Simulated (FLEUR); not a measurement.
## MnGe: parallel and opposed starts

A self-consistent run ends on one state, which hangs on the start. Several orders of MnGe are started in FLEUR and their energies compared.

Calculated with FLEUR MaX-R8.1; PBEsol; all-electron FLAPW, Dirac cores, scalar-relativistic bands.

Experimental background.

For MnGe, cubic B20 (FeSi type) (earlier experiment), “Magnetic, thermodynamic, and electrical transport properties of the noncentrosymmetric B20 germanides MnGe and CoGe” (2014, arxiv:1407.2968) quotes earlier work: moment (saturation moment per Mn at low temperature and fields above 80 kOe) about 2 μB [literature value quoted as a limit approached at low temperature and fields above 80 kOe].

Most raw output is cut from this account.

### 1. Starting point

It takes space group P2_13 (No. 198, cubic). The conventional cell has a = 4.725 Å, b = 4.725 Å, c = 4.725 Å, α = 90.00°, β = 90.00°, γ = 90.00°. Nearest to Mn lie 7 Ge at 2.41 to 2.65 Å. Nearest to Ge lie 7 Mn at 2.41 to 2.65 Å. Farther neighbours are not listed.

As a file:

```xyz
8
Lattice="4.7250 0.0000 0.0000 0.0000 4.7250 0.0000 0.0000 0.0000 4.7250" Properties=species:S:1:pos:R:3 pbc="T T T"
Mn    3.0104    0.6479    1.7146
Mn    0.6479    1.7146    3.0104
Mn    1.7146    3.0104    0.6479
Mn    4.0771    4.0771    4.0771
Ge    1.6177    3.9802    3.1073
Ge    3.9802    3.1073    1.6177
Ge    3.1073    1.6177    3.9802
Ge    0.7448    0.7448    0.7448
```

The cell comes from a database of computed structures and need not be the stable phase.

### 2. Start 1: ferro ++++

The parallel start is the test of whether parallel moments hold.

inpgen writes inp.xml from crystal.txt; cutoffs, mixing, functional, smearing and local orbitals are then set in the file. The k list default-1 (kpts.xml, not shown) is a Γ-centred 6×6×6 mesh; where the ranks do not divide the number of points, some are split in two of half the weight.

inp.xml reads:

```
<?xml version="1.0" encoding="UTF-8" standalone="no"?>
<fleurInput fleurInputVersion="0.39">
   <comment>
      MnGe
   </comment>
   <calculationSetup>
      <cutoffs Kmax="3.69" Gmax="11.1" GmaxXC="11.1" numbands="0"/>
      <scfLoop itmax="90" minDistance="0.00002" maxIterBroyd="15" imix="Anderson" alpha="0.05" precondParam="0.0" spinf="2.0" sdNocoIR="T"/>
      <coreElectrons ctail="T" frcor="F" kcrel="0" coretail_lmax="0"/>
      <xcFunctional name="PBEs" relativisticCorrections="F"/>
      <magnetism jspins="2"/>
      <soc l_soc="F" theta="0.0" phi="0.0" spav="F"/>
      <expertModes spex="0" secvar="F"/>
      <geometryOptimization l_f="F" forcealpha="1.0" forcemix="BFGS" epsdisp="0.00001" epsforce="0.00001"/>
      <ldaU l_linMix="F" mixParam="0.05" spinf="1.0"/>
   </calculationSetup>
   <cell>
      <bzIntegration valenceElectrons="116.0" mode="hist" fermiSmearingEnergy="0.00183747">
         <kPointListSelection listName="default-1"/>
         <xi:include xmlns:xi="http://www.w3.org/2001/XInclude" href="kpts.xml"> </xi:include>
      </bzIntegration>
      <xi:include xmlns:xi="http://www.w3.org/2001/XInclude" href="sym.xml"> </xi:include>
      <bulkLattice scale="1.0">
         <bravaisMatrix>
            <row-1>    8.9289617212969397     0.0000000000000000     0.0000000000000000</row-1>
            <row-2>    0.0000000000000000     8.9289617212969397     0.0000000000000000</row-2>
            <row-3>    0.0000000000000000     0.0000000000000000     8.9289617212969397</row-3>
         </bravaisMatrix>
      </bulkLattice>
   </cell>
   <atomSpecies>
      <species name="Manganese 3.501" element="Mn" atomicNumber="25">
         <mtSphere radius="2.22" gridPoints="735" logIncrement="0.016"/>
         <atomicCutoffs lmax="8" lnonsphr="6"/>
         <electronConfig flipSpins="F">
            <coreConfig>(1s1/2) (2s1/2) (2p1/2) (2p3/2)</coreConfig>
            <valenceConfig>(3s1/2) (3p1/2) (3p3/2) (4s1/2) (3d3/2) (3d5/2)</valenceConfig>
            <stateOccupation state="(3d3/2)" spinUp="1.2505" spinDown="0.7495"/>
            <stateOccupation state="(3d5/2)" spinUp="3.0" spinDown="0.0"/>
         </electronConfig>
         <energyParameters s="4" p="4" d="3" f="4"/>
         <lo type="SCLO" l="0" n="3" eDeriv="0"/>
         <lo type="SCLO" l="1" n="3" eDeriv="0"/>
      </species>
      <species name="Germanium (Ge)" element="Ge" atomicNumber="32">
         <mtSphere radius="2.22" gridPoints="735" logIncrement="0.017"/>
         <atomicCutoffs lmax="8" lnonsphr="6"/>
         <electronConfig flipSpins="F">
            <coreConfig>(1s1/2) (2s1/2) (2p1/2) (2p3/2) (3s1/2) (3p1/2) (3p3/2)</coreConfig>
            <valenceConfig>(4s1/2) (3d3/2) (3d5/2) (4p1/2) (4p3/2)</valenceConfig>
            <stateOccupation state="(4p1/2)" spinUp="0.333333" spinDown="0.333333"/>
            <stateOccupation state="(4p3/2)" spinUp="0.666667" spinDown="0.666667"/>
         </electronConfig>
         <energyParameters s="4" p="4" d="3" f="4"/>
      </species>
   </atomSpecies>
   <atomGroups>
      <atomGroup species="Manganese 3.501">
         <relPos label="                   1">-.3628881800 .1371118200 .3628881800</relPos>
         <relPos label="                   2">.1371118200 .3628881800 -.3628881800</relPos>
         <relPos label="                   3">.3628881800 -.3628881800 .1371118200</relPos>
         <relPos label="                   4">-.1371118200 -.1371118200 -.1371118200</relPos>
         <force calculate="T" relaxXYZ="TTT"/>
      </atomGroup>
      <atomGroup species="Germanium (Ge)">
         <relPos label="                   5">.3423633700 -.1576366300 -.3423633700</relPos>
         <relPos label="                   6">-.1576366300 -.3423633700 .3423633700</relPos>
         <relPos label="                   7">-.3423633700 .3423633700 -.1576366300</relPos>
         <relPos label="                   8">.1576366300 .1576366300 .1576366300</relPos>
         <force calculate="T" relaxXYZ="TTT"/>
      </atomGroup>
   </atomGroups>
   <output dos="F" band="F" slice="F">
      <bandDOS minEnergy="-.5*Htr" maxEnergy="0.5*Htr" sigma="0.015" storeEVData="T"/>
      <plotting iplot="0" polar="F">
         <plot TwoD="T" vec1="  1.0  0.0  0.0" vec2="  0.0  1.0  0.0" vec3="  0.0  0.0  1.0" zero="  0.0  0.0  0.0" file="plot"/>
      </plotting>
      <moessbauerParams electricFieldGradient="F" isomerShift="F" coreHyperfine="F" valenceHyperfine="F"/>
   </output>
</fleurInput>
```

crystal.txt reads:

```
MnGe
&input film=F cartesian=F /
4.72500306000  0.00000000000  0.00000000000
0.00000000000  4.72500306000  0.00000000000
0.00000000000  0.00000000000  4.72500306000
1.8897261246
1.0 1.0 1.0

8
25 0.63711182000  0.13711182000  0.36288818000 : 3.501
25 0.13711182000  0.36288818000  0.63711182000 : 3.501
25 0.36288818000  0.63711182000  0.13711182000 : 3.501
25 0.86288818000  0.86288818000  0.86288818000 : 3.501
32 0.34236337000  0.84236337000  0.65763663000
32 0.84236337000  0.65763663000  0.34236337000
32 0.65763663000  0.34236337000  0.84236337000
32 0.15763663000  0.15763663000  0.15763663000

&kpt div1=6 div2=6 div3=6 gamma=T /
```

On the command line:

```sh
> OMP_NUM_THREADS=1 inpgen -f crystal.txt > inpgen.log  # inp.xml is then edited as shown
> OMP_NUM_THREADS=1 mpirun -n 4 fleur_MPI > fleur.log
```

Wall time 77 s (4 MPI ranks of AMD EPYC 9R45, shared host); peak memory 0.38 GiB; 5.1 min of CPU time.

Spin moment in the muffin-tin sphere by atom:

| atom | spin moment in the muffin-tin sphere (μB) |
| --- | --- |
| Mn1 | 2.08 |
| Mn2 | 2.08 |
| Mn3 | 2.08 |
| Mn4 | 2.08 |
| Ge5 | -0.11 |
| Ge6 | -0.11 |
| Ge7 | -0.11 |
| Ge8 | -0.11 |

Read from the output:

```yaml
free_energy: -354305.1532 eV
program_s_band_gap_on_this_mesh_in_a_metal_only_a_level_spacing: 0.04891 eV
magnetization: 7.795 μB
final_state: ferromagnetic, with opposed induced moments
```

After 26 cycles the largest moment stands at 2.08 μB.

### 3. Order 2, typed as antiferro ++--

An opposed order shows whether neighbours prefer unlike signs.

Edit inp.xml of step 2 so:

```diff
@@ -44,2 +44,15 @@
       </species>
+      <species name="Manganese -3.501" element="Mn" atomicNumber="25">
+         <mtSphere radius="2.22" gridPoints="735" logIncrement="0.016"/>
+         <atomicCutoffs lmax="8" lnonsphr="6"/>
+         <electronConfig flipSpins="F">
+            <coreConfig>(1s1/2) (2s1/2) (2p1/2) (2p3/2)</coreConfig>
+            <valenceConfig>(3s1/2) (3p1/2) (3p3/2) (4s1/2) (3d3/2) (3d5/2)</valenceConfig>
+            <stateOccupation state="(3d3/2)" spinUp="0.7495" spinDown="1.2505"/>
+            <stateOccupation state="(3d5/2)" spinUp="0.0" spinDown="3.0"/>
+         </electronConfig>
+         <energyParameters s="4" p="4" d="3" f="4"/>
+         <lo type="SCLO" l="0" n="3" eDeriv="0"/>
+         <lo type="SCLO" l="1" n="3" eDeriv="0"/>
+      </species>
       <species name="Germanium (Ge)" element="Ge" atomicNumber="32">
@@ -60,2 +73,5 @@
          <relPos label="                   2">.1371118200 .3628881800 -.3628881800</relPos>
+         <force calculate="T" relaxXYZ="TTT"/>
+      </atomGroup>
+      <atomGroup species="Manganese -3.501">
          <relPos label="                   3">.3628881800 -.3628881800 .1371118200</relPos>
@@ -67,2 +83,5 @@
          <relPos label="                   6">-.1576366300 -.3423633700 .3423633700</relPos>
+         <force calculate="T" relaxXYZ="TTT"/>
+      </atomGroup>
+      <atomGroup species="Germanium (Ge)">
          <relPos label="                   7">-.3423633700 .3423633700 -.1576366300</relPos>
```

Edit crystal.txt of step 2 so:

```diff
@@ -11,4 +11,4 @@
 25 0.13711182000  0.36288818000  0.63711182000 : 3.501
-25 0.36288818000  0.63711182000  0.13711182000 : 3.501
-25 0.86288818000  0.86288818000  0.86288818000 : 3.501
+25 0.36288818000  0.63711182000  0.13711182000 : -3.501
+25 0.86288818000  0.86288818000  0.86288818000 : -3.501
 32 0.34236337000  0.84236337000  0.65763663000
```

Elapsed: 6.7 min, on 4 MPI ranks; peak memory 0.8 GiB; 27 min of CPU time.

Spin moment in the muffin-tin sphere by atom:

| atom | spin moment in the muffin-tin sphere (μB) |
| --- | --- |
| Mn1 | 1.75 |
| Mn2 | 1.75 |
| Mn3 | -1.75 |
| Mn4 | -1.75 |
| Ge5 | 0.00 |
| Ge6 | 0.00 |
| Ge7 | 0.00 |
| Ge8 | 0.00 |

This step gave:

```
free energy                                                       : -354304.7561 eV
program's band gap on this mesh (in a metal only a level spacing) : 0.009897 eV
magnetization                                                     : 0 μB
final state                                                       : antiferromagnetic
```

It lies 99.3 meV a seeded atom over the first start, and its largest moment is 1.75 μB against 2.08 μB.

### 4. Run 3 (no spin polarisation)

Without spin polarisation no moment can form, so the difference from the other runs is what forming moments gains.

Edit inp.xml of step 3 so:

```diff
@@ -10,3 +10,3 @@
       <xcFunctional name="PBEs" relativisticCorrections="F"/>
-      <magnetism jspins="2"/>
+      <magnetism jspins="1"/>
       <soc l_soc="F" theta="0.0" phi="0.0" spav="F"/>
@@ -31,3 +31,3 @@
    <atomSpecies>
-      <species name="Manganese 3.501" element="Mn" atomicNumber="25">
+      <species name="Manganese (Mn)" element="Mn" atomicNumber="25">
          <mtSphere radius="2.22" gridPoints="735" logIncrement="0.016"/>
@@ -37,17 +37,4 @@
             <valenceConfig>(3s1/2) (3p1/2) (3p3/2) (4s1/2) (3d3/2) (3d5/2)</valenceConfig>
-            <stateOccupation state="(3d3/2)" spinUp="1.2505" spinDown="0.7495"/>
-            <stateOccupation state="(3d5/2)" spinUp="3.0" spinDown="0.0"/>
-         </electronConfig>
-         <energyParameters s="4" p="4" d="3" f="4"/>
-         <lo type="SCLO" l="0" n="3" eDeriv="0"/>
-         <lo type="SCLO" l="1" n="3" eDeriv="0"/>
-      </species>
-      <species name="Manganese -3.501" element="Mn" atomicNumber="25">
-         <mtSphere radius="2.22" gridPoints="735" logIncrement="0.016"/>
-         <atomicCutoffs lmax="8" lnonsphr="6"/>
-         <electronConfig flipSpins="F">
-            <coreConfig>(1s1/2) (2s1/2) (2p1/2) (2p3/2)</coreConfig>
-            <valenceConfig>(3s1/2) (3p1/2) (3p3/2) (4s1/2) (3d3/2) (3d5/2)</valenceConfig>
-            <stateOccupation state="(3d3/2)" spinUp="0.7495" spinDown="1.2505"/>
-            <stateOccupation state="(3d5/2)" spinUp="0.0" spinDown="3.0"/>
+            <stateOccupation state="(3d3/2)" spinUp="1.000000" spinDown="1.000000"/>
+            <stateOccupation state="(3d5/2)" spinUp="1.500000" spinDown="1.500000"/>
          </electronConfig>
@@ -70,8 +57,5 @@
    <atomGroups>
-      <atomGroup species="Manganese 3.501">
+      <atomGroup species="Manganese (Mn)">
          <relPos label="                   1">-.3628881800 .1371118200 .3628881800</relPos>
          <relPos label="                   2">.1371118200 .3628881800 -.3628881800</relPos>
-         <force calculate="T" relaxXYZ="TTT"/>
-      </atomGroup>
-      <atomGroup species="Manganese -3.501">
          <relPos label="                   3">.3628881800 -.3628881800 .1371118200</relPos>
@@ -83,5 +67,2 @@
          <relPos label="                   6">-.1576366300 -.3423633700 .3423633700</relPos>
-         <force calculate="T" relaxXYZ="TTT"/>
-      </atomGroup>
-      <atomGroup species="Germanium (Ge)">
          <relPos label="                   7">-.3423633700 .3423633700 -.1576366300</relPos>
```

crystal.txt reads:

```
MnGe
&input film=F cartesian=F /
4.72500306000  0.00000000000  0.00000000000
0.00000000000  4.72500306000  0.00000000000
0.00000000000  0.00000000000  4.72500306000
1.8897261246
1.0 1.0 1.0

8
25 0.63711182000  0.13711182000  0.36288818000
25 0.13711182000  0.36288818000  0.63711182000
25 0.36288818000  0.63711182000  0.13711182000
25 0.86288818000  0.86288818000  0.86288818000
32 0.34236337000  0.84236337000  0.65763663000
32 0.84236337000  0.65763663000  0.34236337000
32 0.65763663000  0.34236337000  0.84236337000
32 0.15763663000  0.15763663000  0.15763663000

&kpt div1=6 div2=6 div3=6 gamma=T /
```

Elapsed: 32 s, on 4 MPI ranks; peak memory 0.33 GiB; 2.1 min of CPU time.

Numbers from this step:

- free energy: -354304.4716 eV
- program's band gap on this mesh (in a metal only a level spacing): 0 eV
- final state: non-magnetic (no spin polarisation)

It lies 170 meV a seeded atom over the first start.

### 5. Ranking

Free energies are divided by the number of seeded atoms.

Orders:

| start | final state | typed order kept | energy over the lowest (meV a seeded atom) | largest sphere moment (μB) | net moment (μB a primitive cell) | mesh matched | CPU time (s) |
| --- | --- | --- | --- | --- | --- | --- | --- |
| ferro ++++ | ferromagnetic, with opposed induced moments | yes | 0 | 2.076 | 7.795 | yes | 306.4 |
| antiferro ++-- | antiferromagnetic | yes | 99.29 | 1.753 | 6.02e-5 | yes | 1616 |
| no spin polarisation | non-magnetic | - | 170.4 | 0 | 0 | yes | 126.4 |

### 6. Results

```json
{
  "lowest state found": "ferromagnetic (typed ferro ++++)",
  "largest site spin moment": "2.08 μB",
  "next finished state": "antiferromagnetic, 99.3 meV a seeded atom higher",
  "energy gained by spin polarisation": "170 meV a seeded atom"
}
```

**Reading.** The lowest state found is ferromagnetic, reached from the start ferro ++++, with moments up to 2.08 μB. The next finished state costs 99 meV a seeded atom. This is the lowest of 3 finished starts, no proof of the ground state. With 4 seeded atoms in the first cell, sign patterns within that cell may remain untried. A measured saturation moment is set beside the net spin moment of the cell, divided by the number of magnetic atoms; the orbital part is not in it.

Comparison with the measured values:

| quantity | measured | PBEsol |
| --- | --- | --- |
| moment (Mn) (μB) | 2 | 1.95 (-2.6 %) |

Measured values from arxiv:1407.2968 (2014).

Verdict: The moment is off by -2.6 %. No cell relaxation is part of this session.

[Logs and program files are shortened in this print: banners, set-up blocks, solver, clock and traceback lines can be left out without a mark of their own.]

[Logs are printed without paths, hosts, clocks, repeated set-up lines and the standing remarks that a program may print on its own settings, such as how far it seeks lower states.]

[Hosts, paths, dates, database ids (printed as entryN), source tags and the programs' standing remarks are cut or masked in the printed files.]

[Where a cell is said to come from a database of computed structures, the database is the Materials Project.]
